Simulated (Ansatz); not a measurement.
**Screening in BaTiO3 (R3m)**

Aim: the electronic dielectric constant of BaTiO3 (R3m) by perturbation theory, a sum over states and the RPA step of G0W0.

Program: Ansatz 0.2.0. Level of theory: linear response on LDA, plane waves, PAW. Results are calculated unless marked as measured.

## Step 1: Starting point

Symmetry: R3m, No. 160, trigonal system. The conventional cell has a = 5.655 Å, b = 5.655 Å, c = 6.955 Å, α = 90.00°, β = 90.00°, γ = 120.00°. Nearest to Ba lie 12 O at 2.79 to 2.89 Å. Nearest to Ti lie 6 O at 1.87 to 2.14 Å. Nearest to O lie 2 Ti at 1.87 to 2.14 Å and 4 Ba at 2.79 to 2.89 Å. Farther neighbours and most contacts between anions are not listed.

The cell and positions come from the Crystallography Open Database and are kept as given unless a step says otherwise. Spin-orbit coupling is left out unless a step names it. The default PAW set here is soft_1. Its files were made with PBE; for other functionals the partial waves and projectors stay those of PBE.

## Step 2: Response to a homogeneous field

ε∞ sets how strongly the crystal screens. Perturbation theory gives it with local fields and without a sum over empty bands.

This step: dielectric response by perturbation theory, LDA, plane waves, PAW.

Input file input.yaml:

```yaml
crystal:
  lattice:
    - [2.8273666084, 1.6323808724, 2.3183934932]
    - [-2.8273666084, 1.6323808724, 2.3183934932]
    - [0.0, -3.2647617449, 2.3183934932]
  atoms:
    - { symbol: Ba, position: [0.0, 0.0, 0.0] }
    - { symbol: Ti, position: [0.4845, 0.4845, 0.4845] }
    - { symbol: O, position: [0.5086, 0.5086, 0.0175] }
    - { symbol: O, position: [0.0175, 0.5086, 0.5086] }
    - { symbol: O, position: [0.5086, 0.0175, 0.5086] }
kpoints:
  mp_grid: { grid: [6, 6, 6] }
hamiltonian:
  xc: lda
  pseudopotentials: { kind: paw, azcp: { folder: "./paw" } }
scf:
  occupations: { method: fixed }
dielectric: {}
```

On the command line:

```bash
$ ansatz run input.yaml --threads 3 --pin off --max-ram 92160MiB --backend cuda --events-out ev --progress --plain --runs-dir out --devices 1 --max-vram 13GiB
```

Numbers of over 12 decimals in the logs are rounded to 6 here.

What it wrote:

```text
Warning: <dir> the record states the generating functional pbe (its physics header spells it `PBE`), which answers neither for hamiltonian.xc's functional nor for the lda family's — results may be inconsistent (PPs are generated against a specific XC)
Warning: <dir> the record states the generating functional pbe (its physics header spells it `PBE`), which answers neither for hamiltonian.xc's functional nor for the lda family's — results may be inconsistent (PPs are generated against a specific XC)
Warning: <dir> the record states the generating functional pbe (its physics header spells it `PBE`), which answers neither for hamiltonian.xc's functional nor for the lda family's — results may be inconsistent (PPs are generated against a specific XC)
GPUs: using 1 of 1 available (devices: 1).
Engine: ansatz 0.2.0, x86_64-unknown-linux-gnu
Pseudopotentials: kind: paw
Pseudopotential: Ba, paw, valence charge 10, recommended cutoff 420 eV (normal), <dir>
Pseudopotential: Ti, paw, valence charge 12, recommended cutoff 420 eV (normal), <dir>
Pseudopotential: O, paw, valence charge 6, recommended cutoff 420 eV (normal), <dir>
Functional definition: SPW92
  exchange = slater_x
  correlation = pw_c
device memory: the entry about to start is reckoned to put 2.0 GiB on a device that reports 53.3 GiB free (of which the cap on the GPU budget leaves the run 13.0 GiB)
GPU FFT provider: cuFFT
GPU libraries: cuBLAS 13.8.2, cuFFT 12.4.0, cuSOLVER 12.3.4
Crystal: 5 atoms, lattice volume = 64.201 Å³
Basis set: ecut = 420 eV, 1237 PW (Γ), exchange–correlation on 54×54×54 points (8 copies of the dense FFT grid, shifted against one another)
Bands: 25, of which v1, the nominal top of the filled ones, is band 20 counted from 1 (19 counted from 0)
Symmetry: 6 space group operations
k-points: 68 of 216 (irreducible under 2 space group operations, time reversal used)
Non-local potential: Ba, projectors of the file, l = 0: 3, l = 1: 2, l = 2: 2, l = 3: 2
Non-local potential: Ti, projectors of the file, l = 0: 3, l = 1: 2, l = 2: 3, l = 3: 1
Non-local potential: O, projectors of the file, l = 0: 2, l = 1: 2, l = 2: 1
PAW form: soft (Blöchl's): semilocal exchange-correlation on the pseudo side does not see the compensation charge
PAW frozen core: Ba, regenerated for the run's functional, and the local potential with it (the file was generated under x = pbe(κ = 0.804, μ = 0.219515), c = pbe(β = 0.066725))
PAW frozen core: Ti, regenerated for the run's functional, and the local potential with it (the file was generated under x = pbe(κ = 0.804, μ = 0.219515), c = pbe(β = 0.066725))
PAW frozen core: O, regenerated for the run's functional, and the local potential with it (the file was generated under x = pbe(κ = 0.804, μ = 0.219515), c = pbe(β = 0.066725))
PAW one-centre angular grid: Ba, 194 points (default); XC on 64 Gauss nodes
PAW one-centre angular grid: Ti, 590 points (default); XC on 64 Gauss nodes
PAW one-centre angular grid: O, 110 points (default); XC on 64 Gauss nodes
Initial density: superposition of atomic densities (chi_scale 0.1, normalization cell, long waves kept (reshape's long-wave potential 0.00 eV rms))
Initial wavefunctions: pseudopotential atomic-orbital guess
GPU buffer pool allocated for 19683 grid points (all kernels)
GPU transforms: local potential and band sums: pruned to the plane-wave sphere, on 27×27×27
Functional: x = slater, c = lda
SCF iter   1: F=—  HF=-9905.100324 eV  |F-HF|=—  |Δ(HF+E_count)|=         —  Δρ=5.59e-2  dr2=1.95e0  ethr=3.10e-3  ⟨swp⟩=4.8  Hψ=6610  notcnv=0  defer=133
preconditioner: auto → Resta (q_TF=auto, 2.521 Å⁻¹)  ε∞=5.9  [insulator: Δε(μ)=2.556 eV  Ē_g=11.517 eV  n_scr=18 (ndim 8)  ℏωp=25.4 eV  f_vac=0.000  ε∞_Penn≈5.9]
SCF iter   2: F=—  HF=-9904.696737 eV  |F-HF|=—  |Δ(HF+E_count)|=   4.04e-1  Δρ=2.35e-2  dr2=4.92e-1  ethr=3.10e-3  ⟨swp⟩=2.4  Hψ=3122  notcnv=0  defer=81
SCF iter   3: F=—  HF=-9904.627046 eV  |F-HF|=—  |Δ(HF+E_count)|=   6.97e-2  Δρ=1.80e-2  dr2=1.97e-1  ethr=1.23e-3  ⟨swp⟩=2.2  Hψ=2748  notcnv=0  defer=135
SCF iter   4: F=—  HF=-9904.593601 eV  |F-HF|=—  |Δ(HF+E_count)|=   3.34e-2  Δρ=6.76e-3  dr2=3.45e-2  ethr=4.92e-4  ⟨swp⟩=2.1  Hψ=2918  notcnv=0  defer=135
SCF iter   5: F=—  HF=-9904.586441 eV  |F-HF|=—  |Δ(HF+E_count)|=   7.16e-3  Δρ=1.61e-3  dr2=1.70e-3  ethr=8.62e-5  ⟨swp⟩=2.3  Hψ=2619  notcnv=0  defer=197
SCF iter   6: F=—  HF=-9904.586193 eV  |F-HF|=—  |Δ(HF+E_count)|=   2.48e-4  Δρ=2.88e-4  dr2=5.43e-5  ethr=4.26e-6  ⟨swp⟩=2.0  Hψ=2571  notcnv=0  defer=202
SCF iter   7: F=—  HF=-9904.586086 eV  |F-HF|=—  |Δ(HF+E_count)|=   1.07e-4  Δρ=4.19e-5  dr2=1.11e-6  ethr=1.36e-7  ⟨swp⟩=2.1  Hψ=2490  notcnv=0  defer=76
SCF iter   8: F=—  HF=-9904.586313 eV  |F-HF|=—  |Δ(HF+E_count)|=   2.27e-4  Δρ=4.09e-6  dr2=7.38e-9  ethr=2.79e-9  ⟨swp⟩=2.5  Hψ=2968  notcnv=0  defer=68
SCF iter   9: F=—  HF=-9904.586313 eV  |F-HF|=—  |Δ(HF+E_count)|=  2.07e-10  Δρ=1.68e-6  dr2=1.70e-9  ethr=1.85e-11  ⟨swp⟩=2.1  Hψ=2729  notcnv=0  defer=68
SCF iter  10: F=-9904.586313 eV  HF=-9904.586313 eV  |F-HF|=4.73e-11  |Δ(HF+E_count)|=  3.07e-10  Δρ=3.34e-7  dr2=6.76e-11  ethr=1.00e-12  ⟨swp⟩=6.9  Hψ=7567  notcnv=0
SCF 1 converged in 10 iterations: F = -9904.586313 eV  dr2 = 6.76e-11
  greatest PAW one-centre occupation: 0.998 electrons in one spin orbital (limit 2), on the Ti atom at site 1 (counted from 0), in its partial waves of l = 0
the response reads at least the filled bands of the reference SCF and the lowest empty band at each k-point, and that SCF's band table does not vouch for those bands. The notice of the band table in this run's record says why
device memory: the entry about to start is reckoned to put 0.3 GiB on a device that reports 53.3 GiB free (of which the cap on the GPU budget leaves the run 13.0 GiB)
NSCF: frozen V_eff on 1 k-points
device memory: the entry about to start is reckoned to put 0.3 GiB on a device that reports 53.3 GiB free (of which the cap on the GPU budget leaves the run 13.0 GiB)
NSCF: frozen V_eff on 1 k-points
device memory: the entry about to start is reckoned to put 0.3 GiB on a device that reports 53.3 GiB free (of which the cap on the GPU budget leaves the run 13.0 GiB)
NSCF: frozen V_eff on 1 k-points
device memory: the entry about to start is reckoned to put 0.3 GiB on a device that reports 53.2 GiB free (of which the cap on the GPU budget leaves the run 13.0 GiB)
NSCF: frozen V_eff on 1 k-points
device memory: the entry about to start is reckoned to put 0.3 GiB on a device that reports 53.2 GiB free (of which the cap on the GPU budget leaves the run 13.0 GiB)
NSCF: frozen V_eff on 1 k-points
device memory: the entry about to start is reckoned to put 0.1 GiB on a device that reports 53.3 GiB free (of which the cap on the GPU budget leaves the run 13.0 GiB)
device memory: the entry about to start is reckoned to put 0.9 GiB on a device that reports 53.2 GiB free (of which the cap on the GPU budget leaves the run 13.0 GiB)
DFPT response loops at Γ: preconditioner auto → none (the input reference at scf.mixing.eps_inf says where Resta's filter doesn't serve); β = 0.50; Broyden in place of MSR1
── the response to a field inside a basis, on 6×6×6 k-points: an SCF that follows is theirs, and a resumed run solves both again ──
device memory: the entry about to start is reckoned to put 0.2 GiB on a device that reports 49.3 GiB free (of which the cap on the GPU budget leaves the run 13.0 GiB)
GPU FFT provider: cuFFT
GPU libraries: cuBLAS 13.8.2, cuFFT 12.4.0, cuSOLVER 12.3.4
Bands: 21, of which v1, the nominal top of the filled ones, is band 20 counted from 1 (19 counted from 0)
k-points: 28 of 216 (time reversal used)
Initial density: handed on by an earlier stage of this run
Initial wavefunctions: pseudopotential atomic-orbital guess (no wavefunctions were taken with the density)
GPU buffer pool allocated for 19683 grid points (all kernels)
GPU transforms: band sums: pruned to the plane-wave sphere, on 27×27×27
Eigensolver: Dense (28 Hₖ)
SCF iter   1: F=—  HF=-9904.583018 eV  |F-HF|=—  |Δ(HF+E_count)|=         —  Δρ=4.81e-4  dr2=3.00e-5  ethr=1.00e-1
preconditioner: auto → Resta (q_TF=auto, 2.521 Å⁻¹)  ε∞=7.0  [insulator: Δε(μ)=2.540 eV  Ē_g=10.746 eV  n_scr=18 (ndim 8)  ℏωp=26.2 eV  f_vac=0.000  ε∞_Penn≈7.0]
SCF iter   2: F=—  HF=-9904.583011 eV  |F-HF|=—  |Δ(HF+E_count)|=   6.37e-6  Δρ=2.15e-4  dr2=1.36e-5  ethr=7.51e-8
SCF iter   3: F=—  HF=-9904.583010 eV  |F-HF|=—  |Δ(HF+E_count)|=   1.64e-6  Δρ=1.25e-4  dr2=3.19e-6  ethr=3.40e-8
SCF iter   4: F=—  HF=-9904.583009 eV  |F-HF|=—  |Δ(HF+E_count)|=   5.98e-7  Δρ=1.65e-5  dr2=1.05e-7  ethr=7.98e-9
SCF iter   5: F=-9904.583009 eV  HF=-9904.583009 eV  |F-HF|=3.98e-9  |Δ(HF+E_count)|=   2.37e-8  Δρ=2.92e-6  dr2=6.61e-9  ethr=2.63e-10
SCF 1 converged in 5 iterations: F = -9904.583009 eV  dr2 = 6.61e-9
device memory: the entry about to start is reckoned to put 0.1 GiB on a device that reports 42.4 GiB free (of which the cap on the GPU budget leaves the run 12.9 GiB)
device memory: the entry about to start is reckoned to put 1.3 GiB on a device that reports 40.3 GiB free (of which the cap on the GPU budget leaves the run 12.9 GiB)
DFPT response loops at Γ: mixed as the last ones told, above
SCF converged after 10 iterations
Free energy (F): -9904.586313 eV
Harris-Foulkes:  -9904.586313 eV  (|F-HF|=4.73e-11)
Internal energy: -9904.586313 eV  (E = F + TS)
E sigma→0 (E₀):  -9904.586313 eV
Fermi energy:    9.817816 eV
--- Per-component energies (eV) ---
  E_band       = -151.078299
  E_kinetic    = 942.926587
  E_local      = -2203.251078  (includes V_loc(G=0)·N_el)
  E_nonlocal   = 320.900815
  E_hartree    = 842.717031
  E_xc         = -526.080477
  E_vxc        = -549.311051  (∫ρ·V_xc dr)
  E_paw        = -6473.486984  (= ΣΔE_a)
  E_vpaw       = -347.779894  (= ΣTr[D̂ρ^β])
  E_aug_tail   = 0.002241  (compensation charges beyond the density's cutoff)
  E_ewald      = -2809.213684
  E_core_change = 0.899235  (= ΣΔE_core)
  E_smearing   = -0.000000  (= −TS)
  E_closure    = 0.000000  (closes the sum)
  Σ components = -9904.586313   (vs F -9904.586313, Δ=0.00e0)
--- Band table (eV; the first three rows and the last of 68) ---
  k-point 0: bands = [... 16 lower, 8.7189, 9.3230, 9.4667, 9.4667, 12.1727, 12.1727, 12.3277, 14.3948, ... 1 higher]
  k-point 1: bands = [... 16 lower, 8.5492, 8.9131, 9.3462, 9.3604, 12.2228, 12.5572, 12.5835, 14.3912, ... 1 higher]
  k-point 2: bands = [... 16 lower, 8.2469, 8.3614, 9.0309, 9.1278, 12.2965, 13.2441, 13.3393, 14.3766, ... 1 higher]
  k-point 67: bands = [... 16 lower, 7.5311, 9.8032, 9.8032, 9.8178, 14.1729, 14.3220, 14.3220, 16.4734, ... 1 higher]
--- Dielectric response (ions clamped): 3 representative field directions + reference, inside a basis on a mesh of 216 k-points (Σ response iterations 21) ---
  ε∞ (high-frequency dielectric tensor):
        6.056990     0.000000     0.000000
        0.000000     6.056990     0.000000
        0.000000     0.000000     5.558769
  Born effective charges Z* (e; rows j = field, columns β = displacement):
    site 0:
         2.79572    0.00000    0.00000
         0.00000    2.79572    0.00000
         0.00000    0.00000    2.75323
    site 1:
         6.49035    0.00000    0.00000
         0.00000    6.49035    0.00000
         0.00000    0.00000    5.47942
    site 2:
        -1.96860   -0.00000   -0.00000
        -0.00000   -4.22211    1.42746
        -0.00000    1.21270   -2.74421
    site 3:
        -3.65874   -0.97580   -1.23622
        -0.97580   -2.53198   -0.71373
        -1.05023   -0.60635   -2.74421
    site 4:
        -3.65874    0.97580    1.23622
         0.97580   -2.53198   -0.71373
         1.05023   -0.60635   -2.74421
  Z* charge neutrality: 3.349e-3 e pre-enforcement
  solved inside a basis spanned on kpoints, on 6×6×6 k-points, its susceptibility summed on 10×10×10: ε∞ is read to err by 1.6e-2, Z* by 4.9e-2 e (field_mesh: kpoints solves on kpoints); Z* is corrected for what the basis lacks
```

The job ended after 54 s (1 × NVIDIA H100 80GB HBM3 (shared by 6 runs) with 3 threads of AMD EPYC 7R13 (Zen 3), shared host; peak memory 1.4 GiB).

Numbers from this step:

| Item | Value |
| --- | --- |
| stated error of ε∞ | 0.016 |

One over ε∞ averages 0.17, somewhat under the quarter of exact exchange in PBE0.

High-frequency dielectric tensor:

```
6.06 0.00 0.00
0.00 6.06 0.00
0.00 0.00 5.56
```

Born effective charge (e), principal values of the symmetric part by kind of site:

| atom | atoms with these values | low | middle | high | mean |
| --- | --- | --- | --- | --- | --- |
| Ba1 | 1 | 2.75 | 2.80 | 2.80 | 2.78 |
| Ti2 | 1 | 5.48 | 6.49 | 6.49 | 6.15 |
| O3 | 3 | -5.00 | -1.97 | -1.97 | -2.98 |

In full for O3:

```
-1.97  0.00  0.00
 0.00 -4.22  1.43
 0.00  1.21 -2.74
```

## Step 3: Independent-particle spectrum

The independent-particle spectrum shows where the oscillator strength lies, before excitons and local fields.

This step: independent-particle optics on LDA, plane waves, PAW.

input.yaml: that of step 2 with these lines changed.

```diff
@@ -18,2 +18,4 @@
   occupations: { method: fixed }
-dielectric: {}
+  n_extra_bands: 44
+output:
+  optics: { e_range: [0, 25], de: 0.1, sigma: 0.2 }
```

What it wrote:

```text
[...]
GPUs: using 1 of 1 available (devices: 1).
[...]
GPU FFT provider: cuFFT
GPU libraries: cuBLAS 13.8.2, cuFFT 12.4.0, cuSOLVER 12.3.4
Crystal: 5 atoms, lattice volume = 64.201 Å³
Basis set: ecut = 420 eV, 1237 PW (Γ)
Bands: 64, of which v1, the nominal top of the filled ones, is band 20 counted from 1 (19 counted from 0)
Symmetry: 6 space group operations
[...]
k-points: 32 of 216 (time reversal used)
[...]
GPU buffer pool allocated for 19683 grid points (all kernels)
[...]
SCF iter   1: F=—  HF=-9905.100950 eV  |F-HF|=—  |Δ(HF+E_count)|=         —  Δρ=5.59e-2  dr2=1.95e0  ethr=3.10e-3  ⟨swp⟩=4.8  Hψ=7509  notcnv=0  defer=1240
[...]
SCF iter  11: F=-9904.586312 eV  HF=-9904.586312 eV  |F-HF|=1.09e-11  |Δ(HF+E_count)|=  7.28e-12  Δρ=1.06e-7  dr2=7.80e-12  ethr=1.00e-12  ⟨swp⟩=11.2  Hψ=15559  notcnv=0
SCF 1 converged in 11 iterations: F = -9904.586312 eV  dr2 = 7.80e-12
[...]
Optics k sum: 0 of 32 k-points
Optics k sum: 2 of 32 k-points
[...]
Optics k sum: 32 of 32 k-points
[...]
SCF converged after 11 iterations
Free energy (F): -9904.586312 eV
[...]
Internal energy: -9904.586312 eV  (E = F + TS)
E sigma→0 (E₀):  -9904.586312 eV
Fermi energy:    9.817815 eV
[...]
--- Band table (eV; the first three rows and the last of 32) ---
  k-point 0: bands = [... 16 lower, 8.7189, 9.3230, 9.4667, 9.4667, 12.1727, 12.1727, 12.3277, 14.3948, ... 40 higher]
  k-point 1: bands = [... 16 lower, 8.5492, 8.9131, 9.3462, 9.3604, 12.2228, 12.5572, 12.5835, 14.3912, ... 40 higher]
  k-point 2: bands = [... 16 lower, 8.2469, 8.3614, 9.0308, 9.1278, 12.2965, 13.2441, 13.3393, 14.3766, ... 40 higher]
  k-point 31: bands = [... 16 lower, 7.5311, 9.8032, 9.8032, 9.8178, 14.1729, 14.3220, 14.3220, 16.4734, ... 40 higher]
```

Run time: 64 s. Hardware: 1 × NVIDIA H100 80GB HBM3 (shared by 6 runs) with 3 threads; peak memory 1.5 GiB; 1.8 min of CPU time.

This step gave:

| Quantity | Value |
| --- | --- |
| ε∞ without local fields (xx, yy, zz) | 6.455, 6.455, 6.022 |
| electrons in the f-sum (xx, yy, zz) | 27.88, 27.88, 27.85 |
| bands in the explicit sum (the static value is completed to all bands) | 64 |

The sum gives ε∞ = 6.45 and 6.02 without local fields.

Independent particles, no local fields, Gaussian width 0.2 eV. Table of ε₂ by photon energy; read off at these points:

| photon energy (eV) | xx=yy | zz |
| --- | --- | --- |
| 2.00 | 0 | 0 |
| 2.50 | 0.0626 | 0.0290 |
| 3.00 | 2.29 | 1.74 |
| 3.50 | 4.86 | 3.68 |
| 4.00 | 8.28 | 6.47 |
| 4.40 | 10.7 | 8.41 |
| 4.50 | 10.1 | 7.84 |
| 5.00 | 3.44 | 3.75 |
| 5.50 | 3.61 | 3.82 |
| 6.00 | 3.35 | 3.35 |
| 6.50 | 3.33 | 3.53 |
| 7.00 | 4.88 | 5.08 |
| 7.50 | 4.57 | 4.75 |
| 8.00 | 4.33 | 3.91 |
| 8.50 | 5.40 | 5.16 |
| 8.70 | 5.49 | 5.37 |
| 8.80 | 5.45 | 5.44 |
| 9.00 | 5.22 | 5.16 |
| 9.50 | 4.19 | 4.16 |
| 10.00 | 4.18 | 4.57 |
| 10.50 | 4.48 | 4.61 |
| 11.00 | 3.74 | 3.63 |
| 11.50 | 3.11 | 2.99 |
| 12.00 | 2.64 | 2.53 |
| 12.50 | 1.49 | 1.59 |
| 13.00 | 1.17 | 1.20 |
| 13.50 | 1.17 | 1.18 |
| 14.00 | 0.878 | 0.890 |
| 14.50 | 0.414 | 0.411 |
| 15.00 | 0.86 | 0.901 |
| 15.50 | 1.41 | 1.40 |
| 16.00 | 1.23 | 1.26 |
| 16.50 | 1.60 | 1.66 |
| 17.00 | 2.53 | 2.61 |
| 17.50 | 2.71 | 2.68 |
| 18.00 | 3.74 | 3.92 |
| 18.50 | 4.54 | 4.52 |
| 18.80 | 4.73 | 4.87 |
| 19.00 | 4.56 | 4.62 |
| 19.50 | 2.79 | 2.83 |
| 20.00 | 1.90 | 1.92 |
| 20.50 | 1.82 | 1.82 |
| 21.00 | 1.97 | 2.06 |
| 21.50 | 1.57 | 1.69 |
| 22.00 | 1.23 | 1.15 |
| 22.50 | 1.08 | 1.03 |
| 23.00 | 1.07 | 1.02 |
| 23.50 | 0.706 | 0.721 |
| 24.00 | 0.584 | 0.568 |
| 24.50 | 0.523 | 0.509 |
| 25.00 | 0.425 | 0.409 |

Independent particles, no local fields, Gaussian width 0.2 eV. Table of loss function by photon energy; read off at these points:

| photon energy (eV) | xx=yy | zz |
| --- | --- | --- |
| 2 | 0 | 0 |
| 3 | 0.0196 | 0.0193 |
| 4 | 0.0555 | 0.0580 |
| 5 | 0.252 | 0.162 |
| 6 | 0.148 | 0.132 |
| 7 | 0.137 | 0.131 |
| 8 | 0.158 | 0.171 |
| 9 | 0.183 | 0.183 |
| 10 | 0.231 | 0.208 |
| 11 | 0.267 | 0.273 |
| 12 | 0.337 | 0.367 |
| 13 | 0.850 | 0.834 |
| 14 | 0.952 | 0.872 |
| 15 | 0.219 | 0.209 |
| 16 | 0.234 | 0.221 |
| 17 | 0.200 | 0.201 |
| 18 | 0.194 | 0.194 |
| 19 | 0.213 | 0.209 |
| 20 | 0.392 | 0.385 |
| 21 | 0.455 | 0.441 |
| 22 | 0.569 | 0.531 |
| 23 | 0.694 | 0.718 |
| 24 | 1.16 | 1.15 |
| 25 | 1.88 | 2.07 |

[end of part 1 of 2]

[Paths, hosts, dates, memory and timing lines, banners, echoed tables and standing remarks are left out of the program output.]

[Logs are printed without paths, hosts, clocks, repeated set-up lines and the standing remarks that a program may print on its own settings, such as how far it seeks lower states.]

[Runs of the session that timed out or met a known fault of the program may be left out.]

[Cells called generated may have been cut or substituted from an entry of the Crystallography Open Database or the Materials Project.]

[Hosts, paths, dates, database ids (printed as entryN), source tags and the programs' standing remarks are cut or masked in the printed files.]
